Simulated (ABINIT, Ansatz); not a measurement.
# CsSbSe3 (Pm-3m): zone-centre phonons, part 3 of 5

Aim: the zone-centre modes of CsSbSe3 (Pm-3m).

ABINIT 10.8.3; DFT PBE, scalar-relativistic, plane waves, SG15 norm-conserving pseudopotentials.

So far. Step 2 (Relaxation): The volume changes by -1.0 % from the cell with which this run began. Step 4 (Zone-centre response): The acoustic modes at Γ come out as far as 1.6 cm⁻¹ from zero, where they should vanish, a small numerical error. The lowest optical mode is imaginary, 82i cm⁻¹, an instability at this level and on this k mesh. The relaxed cell has a = 5.468 Å (conventional setting).

The structure was built from a prototype and need not be the compound's stable phase.

## Step 5: Modes with the sum rule

anaddb reads the merged derivatives and imposes the acoustic sum rule.

Contents of anaddb.abi:

```
ddb_filepath "gamma_DDB"
output_file "anaddb.abo"
outdata_prefix "anaddb"
asr 1
chneut 1
enunit 2
eivec 1
nph1l 1
qph1l 0.0 0.0 0.0 1.0
```

Contents of mrgddb.in:

```
gamma_DDB
merged
2
dfpt_gammao_DDB
gso_DDB
```

Launch:

```bash
mrgddb < mrgddb.in > mrgddb.log
OMP_NUM_THREADS=1 anaddb anaddb.abi > anaddb.log
```

anaddb.abo, the main output file:

```text
-outvars_anaddb: echo values of input variables ----------------------

 Miscellaneous information :
      enunit         2
       eivec         1
         asr         1
 First list of wavevector (reduced coord.) :
       nph1l         1
       qph1l
                     0.00000000E+00  0.00000000E+00  0.00000000E+00    1.000E+00

================================================================================

 read the DDB information and perform some checks

  ==== Info on the Cryst% object ====
 Real(R)+Recip(G) space primitive vectors, cartesian coordinates (Bohr,Bohr^-1):
 R(1)= 10.3335066  0.0000000  0.0000000  G(1)=  0.0967726  0.0000000  0.0000000
 R(2)=  0.0000000 10.3335066  0.0000000  G(2)=  0.0000000  0.0967726  0.0000000
 R(3)=  0.0000000  0.0000000 10.3335066  G(3)=  0.0000000  0.0000000  0.0967726
 Unit cell volume ucvol=  1.1034259E+03 bohr^3
 Angles (23,13,12)=  9.00000000E+01  9.00000000E+01  9.00000000E+01 degrees
 Time-reversal symmetry is present
 Reduced atomic positions [iatom, xred, symbol]:
    1)    0.0000000  0.0000000  0.0000000  Cs
    2)    0.5000000  0.5000000  0.5000000  Sb
    3)    0.5000000  0.5000000  0.0000000  Se
    4)    0.5000000  0.0000000  0.5000000  Se
    5)    0.0000000  0.5000000  0.5000000  Se

 DDB file with 3 blocks has been read.

================================================================================

 Treat the first list of vectors

  Phonon wavevector (reduced coordinates) :  0.00000  0.00000  0.00000
 Phonon energies in Hartree :
  -3.714503E-04 -3.714503E-04 -3.714503E-04 -1.753883E-04 -1.753883E-04
  -1.753883E-04  0.000000E+00  0.000000E+00  0.000000E+00  1.562166E-04
   1.562166E-04  1.562166E-04  2.976709E-04  2.976709E-04  2.976709E-04
 Phonon energies in meV     :
- -1.010768E+01 -1.010768E+01 -1.010768E+01 -4.772558E+00 -4.772558E+00
- -4.772558E+00  0.000000E+00  0.000000E+00  0.000000E+00  4.250870E+00
-  4.250870E+00  4.250870E+00  8.100038E+00  8.100038E+00  8.100038E+00
 Phonon frequencies in cm-1    :
- -8.152392E+01 -8.152392E+01 -8.152392E+01 -3.849327E+01 -3.849327E+01
- -3.849327E+01  0.000000E+00  0.000000E+00  0.000000E+00  3.428558E+01
-  3.428558E+01  3.428558E+01  6.533121E+01  6.533121E+01  6.533121E+01
 Phonon frequencies in Thz     :
- -2.444026E+00 -2.444026E+00 -2.444026E+00 -1.153999E+00 -1.153999E+00
- -1.153999E+00  0.000000E+00  0.000000E+00  0.000000E+00  1.027856E+00
-  1.027856E+00  1.027856E+00  1.958580E+00  1.958580E+00  1.958580E+00
 Phonon energies in Kelvin  :
- -1.172947E+02 -1.172947E+02 -1.172947E+02 -5.538323E+01 -5.538323E+01
- -5.538323E+01  0.000000E+00  0.000000E+00  0.000000E+00  4.932929E+01
-  4.932929E+01  4.932929E+01  9.399703E+01  9.399703E+01  9.399703E+01

 Eigendisplacements
 (will be given, for each mode : in cartesian coordinates
   for each atom the real part of the displacement vector,
   then the imaginary part of the displacement vector - absolute values smaller than 1.0d-7 are set to zero)
  Mode number    1   Energy   -3.714503E-04
 Attention : low frequency mode.
   (Could be unstable or acoustic mode)
-  1  0.00000000E+00  0.00000000E+00  2.26748359E-04
-     0.00000000E+00  0.00000000E+00  0.00000000E+00
-  2  0.00000000E+00  0.00000000E+00 -1.75937067E-03
-     0.00000000E+00  0.00000000E+00  0.00000000E+00
-  3  0.00000000E+00  0.00000000E+00  3.47796875E-04
-     0.00000000E+00  0.00000000E+00  0.00000000E+00
-  4  0.00000000E+00  0.00000000E+00  9.91743269E-04
-     0.00000000E+00  0.00000000E+00  0.00000000E+00
-  5  0.00000000E+00  0.00000000E+00  9.91743269E-04
-     0.00000000E+00  0.00000000E+00  0.00000000E+00
  Mode number    2   Energy   -3.714503E-04
 Attention : low frequency mode.
   (Could be unstable or acoustic mode)
-  1  0.00000000E+00 -2.26748359E-04  0.00000000E+00
-     0.00000000E+00  0.00000000E+00  0.00000000E+00
-  2  0.00000000E+00  1.75937067E-03  0.00000000E+00
-     0.00000000E+00  0.00000000E+00  0.00000000E+00
-  3  0.00000000E+00 -9.91743269E-04  0.00000000E+00
-     0.00000000E+00  0.00000000E+00  0.00000000E+00
-  4  0.00000000E+00 -3.47796875E-04  0.00000000E+00
-     0.00000000E+00  0.00000000E+00  0.00000000E+00
-  5  0.00000000E+00 -9.91743269E-04  0.00000000E+00
-     0.00000000E+00  0.00000000E+00  0.00000000E+00
  Mode number    3   Energy   -3.714503E-04
 Attention : low frequency mode.
   (Could be unstable or acoustic mode)
-  1  2.26748359E-04  0.00000000E+00  0.00000000E+00
-     0.00000000E+00  0.00000000E+00  0.00000000E+00
-  2 -1.75937067E-03  0.00000000E+00  0.00000000E+00
-     0.00000000E+00  0.00000000E+00  0.00000000E+00
-  3  9.91743269E-04  0.00000000E+00  0.00000000E+00
-     0.00000000E+00  0.00000000E+00  0.00000000E+00
-  4  9.91743269E-04  0.00000000E+00  0.00000000E+00
-     0.00000000E+00  0.00000000E+00  0.00000000E+00
-  5  3.47796875E-04  0.00000000E+00  0.00000000E+00
-     0.00000000E+00  0.00000000E+00  0.00000000E+00
  Mode number    4   Energy   -1.753883E-04
 Attention : low frequency mode.
   (Could be unstable or acoustic mode)
-  1  0.00000000E+00  0.00000000E+00  0.00000000E+00
-     0.00000000E+00  0.00000000E+00  0.00000000E+00
-  2  0.00000000E+00  0.00000000E+00  0.00000000E+00
-     0.00000000E+00  0.00000000E+00  0.00000000E+00
-  3  0.00000000E+00  0.00000000E+00  0.00000000E+00
-     0.00000000E+00  0.00000000E+00  0.00000000E+00
-  4  0.00000000E+00  0.00000000E+00  1.86380890E-03
-     0.00000000E+00  0.00000000E+00  0.00000000E+00
-  5  0.00000000E+00  0.00000000E+00 -1.86380890E-03
-     0.00000000E+00  0.00000000E+00  0.00000000E+00
  Mode number    5   Energy   -1.753883E-04
 Attention : low frequency mode.
   (Could be unstable or acoustic mode)
-  1  0.00000000E+00  0.00000000E+00  0.00000000E+00
-     0.00000000E+00  0.00000000E+00  0.00000000E+00
-  2  0.00000000E+00  0.00000000E+00  0.00000000E+00
-     0.00000000E+00  0.00000000E+00  0.00000000E+00
-  3  0.00000000E+00 -1.86380890E-03  0.00000000E+00
-     0.00000000E+00  0.00000000E+00  0.00000000E+00
-  4  0.00000000E+00  0.00000000E+00  0.00000000E+00
-     0.00000000E+00  0.00000000E+00  0.00000000E+00
-  5  0.00000000E+00  1.86380890E-03  0.00000000E+00
-     0.00000000E+00  0.00000000E+00  0.00000000E+00
  Mode number    6   Energy   -1.753883E-04
 Attention : low frequency mode.
   (Could be unstable or acoustic mode)
-  1  0.00000000E+00  0.00000000E+00  0.00000000E+00
-     0.00000000E+00  0.00000000E+00  0.00000000E+00
-  2  0.00000000E+00  0.00000000E+00  0.00000000E+00
-     0.00000000E+00  0.00000000E+00  0.00000000E+00
-  3  1.86380890E-03  0.00000000E+00  0.00000000E+00
-     0.00000000E+00  0.00000000E+00  0.00000000E+00
-  4 -1.86380890E-03  0.00000000E+00  0.00000000E+00
-     0.00000000E+00  0.00000000E+00  0.00000000E+00
-  5  0.00000000E+00  0.00000000E+00  0.00000000E+00
-     0.00000000E+00  0.00000000E+00  0.00000000E+00
  Mode number    7   Energy    0.000000E+00
 Attention : low frequency mode.
   (Could be unstable or acoustic mode)
-  1  0.00000000E+00  0.00000000E+00  1.05643749E-03
-     0.00000000E+00  0.00000000E+00  0.00000000E+00
-  2  0.00000000E+00  0.00000000E+00  1.05644815E-03
-     0.00000000E+00  0.00000000E+00  0.00000000E+00
-  3  0.00000000E+00  0.00000000E+00  1.05642243E-03
-     0.00000000E+00  0.00000000E+00  0.00000000E+00
-  4  0.00000000E+00  0.00000000E+00  1.05641715E-03
-     0.00000000E+00  0.00000000E+00  0.00000000E+00
-  5  0.00000000E+00  0.00000000E+00  1.05641715E-03
-     0.00000000E+00  0.00000000E+00  0.00000000E+00
  Mode number    8   Energy    0.000000E+00
 Attention : low frequency mode.
   (Could be unstable or acoustic mode)
-  1  0.00000000E+00  1.05643749E-03  0.00000000E+00
-     0.00000000E+00  0.00000000E+00  0.00000000E+00
-  2  0.00000000E+00  1.05644815E-03  0.00000000E+00
-     0.00000000E+00  0.00000000E+00  0.00000000E+00
-  3  0.00000000E+00  1.05641715E-03  0.00000000E+00
-     0.00000000E+00  0.00000000E+00  0.00000000E+00
-  4  0.00000000E+00  1.05642243E-03  0.00000000E+00
-     0.00000000E+00  0.00000000E+00  0.00000000E+00
-  5  0.00000000E+00  1.05641715E-03  0.00000000E+00
-     0.00000000E+00  0.00000000E+00  0.00000000E+00
  Mode number    9   Energy    0.000000E+00
 Attention : low frequency mode.
   (Could be unstable or acoustic mode)
-  1  1.05643749E-03  0.00000000E+00  0.00000000E+00
-     0.00000000E+00  0.00000000E+00  0.00000000E+00
-  2  1.05644815E-03  0.00000000E+00  0.00000000E+00
-     0.00000000E+00  0.00000000E+00  0.00000000E+00
-  3  1.05641715E-03  0.00000000E+00  0.00000000E+00
-     0.00000000E+00  0.00000000E+00  0.00000000E+00
-  4  1.05641715E-03  0.00000000E+00  0.00000000E+00
-     0.00000000E+00  0.00000000E+00  0.00000000E+00
-  5  1.05642243E-03  0.00000000E+00  0.00000000E+00
-     0.00000000E+00  0.00000000E+00  0.00000000E+00
  Mode number   10   Energy    1.562166E-04
-  1  0.00000000E+00  0.00000000E+00 -6.15061468E-04
-     0.00000000E+00  0.00000000E+00  0.00000000E+00
-  2  0.00000000E+00  0.00000000E+00 -1.75146645E-04
-     0.00000000E+00  0.00000000E+00  0.00000000E+00
-  3  0.00000000E+00  0.00000000E+00  2.38371222E-03
-     0.00000000E+00  0.00000000E+00  0.00000000E+00
-  4  0.00000000E+00  0.00000000E+00 -5.39178194E-04
-     0.00000000E+00  0.00000000E+00  0.00000000E+00
-  5  0.00000000E+00  0.00000000E+00 -5.39178194E-04
-     0.00000000E+00  0.00000000E+00  0.00000000E+00
  Mode number   11   Energy    1.562166E-04
-  1  0.00000000E+00 -6.15061468E-04  0.00000000E+00
-     0.00000000E+00  0.00000000E+00  0.00000000E+00
-  2  0.00000000E+00 -1.75146645E-04  0.00000000E+00
-     0.00000000E+00  0.00000000E+00  0.00000000E+00
-  3  0.00000000E+00 -5.39178194E-04  0.00000000E+00
-     0.00000000E+00  0.00000000E+00  0.00000000E+00
-  4  0.00000000E+00  2.38371222E-03  0.00000000E+00
-     0.00000000E+00  0.00000000E+00  0.00000000E+00
-  5  0.00000000E+00 -5.39178194E-04  0.00000000E+00
-     0.00000000E+00  0.00000000E+00  0.00000000E+00
  Mode number   12   Energy    1.562166E-04
-  1  6.15061468E-04  0.00000000E+00  0.00000000E+00
-     0.00000000E+00  0.00000000E+00  0.00000000E+00
-  2  1.75146645E-04  0.00000000E+00  0.00000000E+00
-     0.00000000E+00  0.00000000E+00  0.00000000E+00
-  3  5.39178194E-04  0.00000000E+00  0.00000000E+00
-     0.00000000E+00  0.00000000E+00  0.00000000E+00
-  4  5.39178194E-04  0.00000000E+00  0.00000000E+00
-     0.00000000E+00  0.00000000E+00  0.00000000E+00
-  5 -2.38371222E-03  0.00000000E+00  0.00000000E+00
-     0.00000000E+00  0.00000000E+00  0.00000000E+00
  Mode number   13   Energy    2.976709E-04
-  1  0.00000000E+00  0.00000000E+00 -1.60680438E-03
-     0.00000000E+00  0.00000000E+00  0.00000000E+00
-  2  0.00000000E+00  0.00000000E+00  5.13356196E-04
-     0.00000000E+00  0.00000000E+00  0.00000000E+00
-  3  0.00000000E+00  0.00000000E+00 -1.68796465E-04
-     0.00000000E+00  0.00000000E+00  0.00000000E+00
-  4  0.00000000E+00  0.00000000E+00  1.04091239E-03
-     0.00000000E+00  0.00000000E+00  0.00000000E+00
-  5  0.00000000E+00  0.00000000E+00  1.04091239E-03
-     0.00000000E+00  0.00000000E+00  0.00000000E+00
  Mode number   14   Energy    2.976709E-04
-  1  0.00000000E+00 -1.60680438E-03  0.00000000E+00
-     0.00000000E+00  0.00000000E+00  0.00000000E+00
-  2  0.00000000E+00  5.13356196E-04  0.00000000E+00
-     0.00000000E+00  0.00000000E+00  0.00000000E+00
-  3  0.00000000E+00  1.04091239E-03  0.00000000E+00
-     0.00000000E+00  0.00000000E+00  0.00000000E+00
-  4  0.00000000E+00 -1.68796465E-04  0.00000000E+00
-     0.00000000E+00  0.00000000E+00  0.00000000E+00
-  5  0.00000000E+00  1.04091239E-03  0.00000000E+00
-     0.00000000E+00  0.00000000E+00  0.00000000E+00
  Mode number   15   Energy    2.976709E-04
-  1  1.60680438E-03  0.00000000E+00  0.00000000E+00
-     0.00000000E+00  0.00000000E+00  0.00000000E+00
-  2 -5.13356196E-04  0.00000000E+00  0.00000000E+00
-     0.00000000E+00  0.00000000E+00  0.00000000E+00
-  3 -1.04091239E-03  0.00000000E+00  0.00000000E+00
-     0.00000000E+00  0.00000000E+00  0.00000000E+00
-  4 -1.04091239E-03  0.00000000E+00  0.00000000E+00
-     0.00000000E+00  0.00000000E+00  0.00000000E+00
-  5  1.68796465E-04  0.00000000E+00  0.00000000E+00
-     0.00000000E+00  0.00000000E+00  0.00000000E+00

 Analysis of degeneracies and characters (maximum tolerance=1.00E-06 a.u.)
 For each vibration mode, or group of modes if degenerate,
 the characters are given for each symmetry operation (see the list in the log file).
 Symmetry characters of vibration mode #   1
       degenerate with vibration modes #   2 to    3
  3.0 -3.0 -1.0  1.0 -1.0  1.0 -1.0  1.0  1.0 -1.0 -1.0  1.0  1.0 -1.0 -1.0  1.0
  0.0 -0.0  0.0 -0.0 -0.0  0.0 -0.0  0.0  1.0 -1.0 -1.0  1.0 -1.0  1.0  1.0 -1.0
  0.0 -0.0 -0.0  0.0 -0.0  0.0  0.0 -0.0  1.0 -1.0  1.0 -1.0 -1.0  1.0 -1.0  1.0
 Symmetry characters of vibration mode #   4
       degenerate with vibration modes #   5 to    6
  3.0 -3.0 -1.0  1.0 -1.0  1.0 -1.0  1.0 -1.0  1.0  1.0 -1.0 -1.0  1.0  1.0 -1.0
  0.0 -0.0  0.0 -0.0 -0.0  0.0 -0.0  0.0 -1.0  1.0  1.0 -1.0  1.0 -1.0 -1.0  1.0
  0.0 -0.0 -0.0  0.0 -0.0  0.0  0.0 -0.0 -1.0  1.0 -1.0  1.0  1.0 -1.0  1.0 -1.0
 Symmetry characters of vibration mode #   7
       degenerate with vibration modes #   8 to    9
  3.0 -3.0 -1.0  1.0 -1.0  1.0 -1.0  1.0  1.0 -1.0 -1.0  1.0  1.0 -1.0 -1.0  1.0
 -0.0  0.0 -0.0  0.0  0.0 -0.0  0.0 -0.0  1.0 -1.0 -1.0  1.0 -1.0  1.0  1.0 -1.0
 -0.0  0.0  0.0 -0.0  0.0 -0.0 -0.0  0.0  1.0 -1.0  1.0 -1.0 -1.0  1.0 -1.0  1.0
 Symmetry characters of vibration mode #  10
       degenerate with vibration modes #  11 to   12
  3.0 -3.0 -1.0  1.0 -1.0  1.0 -1.0  1.0  1.0 -1.0 -1.0  1.0  1.0 -1.0 -1.0  1.0
 -0.0  0.0 -0.0  0.0  0.0 -0.0  0.0 -0.0  1.0 -1.0 -1.0  1.0 -1.0  1.0  1.0 -1.0
 -0.0  0.0  0.0 -0.0  0.0 -0.0 -0.0  0.0  1.0 -1.0  1.0 -1.0 -1.0  1.0 -1.0  1.0
 Symmetry characters of vibration mode #  13
       degenerate with vibration modes #  14 to   15
  3.0 -3.0 -1.0  1.0 -1.0  1.0 -1.0  1.0  1.0 -1.0 -1.0  1.0  1.0 -1.0 -1.0  1.0
  0.0 -0.0  0.0 -0.0 -0.0  0.0 -0.0  0.0  1.0 -1.0 -1.0  1.0 -1.0  1.0  1.0 -1.0
  0.0 -0.0 -0.0  0.0 -0.0  0.0  0.0 -0.0  1.0 -1.0  1.0 -1.0 -1.0  1.0 -1.0  1.0
-
```

The job ended after 0.49 s (1 thread of Arm Neoverse V1, shared host).

This step gave:

```
highest optical zone-centre mode (no LO-TO term) : 65.33 cm⁻¹
lowest optical zone-centre mode                  : -81.52 cm⁻¹
```

No LO-TO term; unit eigenvectors of the mass-weighted matrix, from anaddb's displacements. The modes at Γ (shares of kinetic energy by element, %) (negative means imaginary):

| mode | frequency (cm⁻¹) | symmetry | Cs % | Sb % | Se % |
| --- | --- | --- | --- | --- | --- |
| 1 | -81.5 | T1u | 1 | 69 | 30 |
| 2 | -81.5 | T1u | 1 | 69 | 30 |
| 3 | -81.5 | T1u | 1 | 69 | 30 |
| 4 | -38.5 | T2u | 0 | 0 | 100 |
| 5 | -38.5 | T2u | 0 | 0 | 100 |
| 6 | -38.5 | T2u | 0 | 0 | 100 |
| 7 | 0.0 | acoustic | 27 | 25 | 48 |
| 8 | 0.0 | acoustic | 27 | 25 | 48 |
| 9 | 0.0 | acoustic | 27 | 25 | 48 |
| 10 | 34.3 | T1u | 9 | 1 | 90 |
| 11 | 34.3 | T1u | 9 | 1 | 90 |
| 12 | 34.3 | T1u | 9 | 1 | 90 |
| 13 | 65.3 | T1u | 63 | 6 | 32 |
| 14 | 65.3 | T1u | 63 | 6 | 32 |
| 15 | 65.3 | T1u | 63 | 6 | 32 |

Displacements in mode 1 (-81.5 cm⁻¹), the largest set to 1:
```
Cs1  0.00  0.00  0.13
Sb2  0.00  0.00 -1.00
Se3  0.00  0.00  0.20
Se4  0.00  0.00  0.56
Se5  0.00  0.00  0.56
```

Displacements in mode 10 (34.3 cm⁻¹), the largest set to 1:
```
Cs1  0.00  0.00 -0.26
Sb2  0.00  0.00 -0.07
Se3  0.00  0.00  1.00
Se4  0.00  0.00 -0.23
Se5  0.00  0.00 -0.23
```

The rule also moves an optical mode by 0.6 cm⁻¹.

(Part 3 of 5 ends here.)

[Host names and launcher messages were left out of these logs when they were recorded.]

[Logs are printed without paths, hosts, clocks, repeated set-up lines and the standing remarks that a program may print on its own settings, such as how far it seeks lower states.]

[Hosts, paths, dates, database ids (printed as entryN), source tags and the programs' standing remarks are cut or masked in the printed files.]
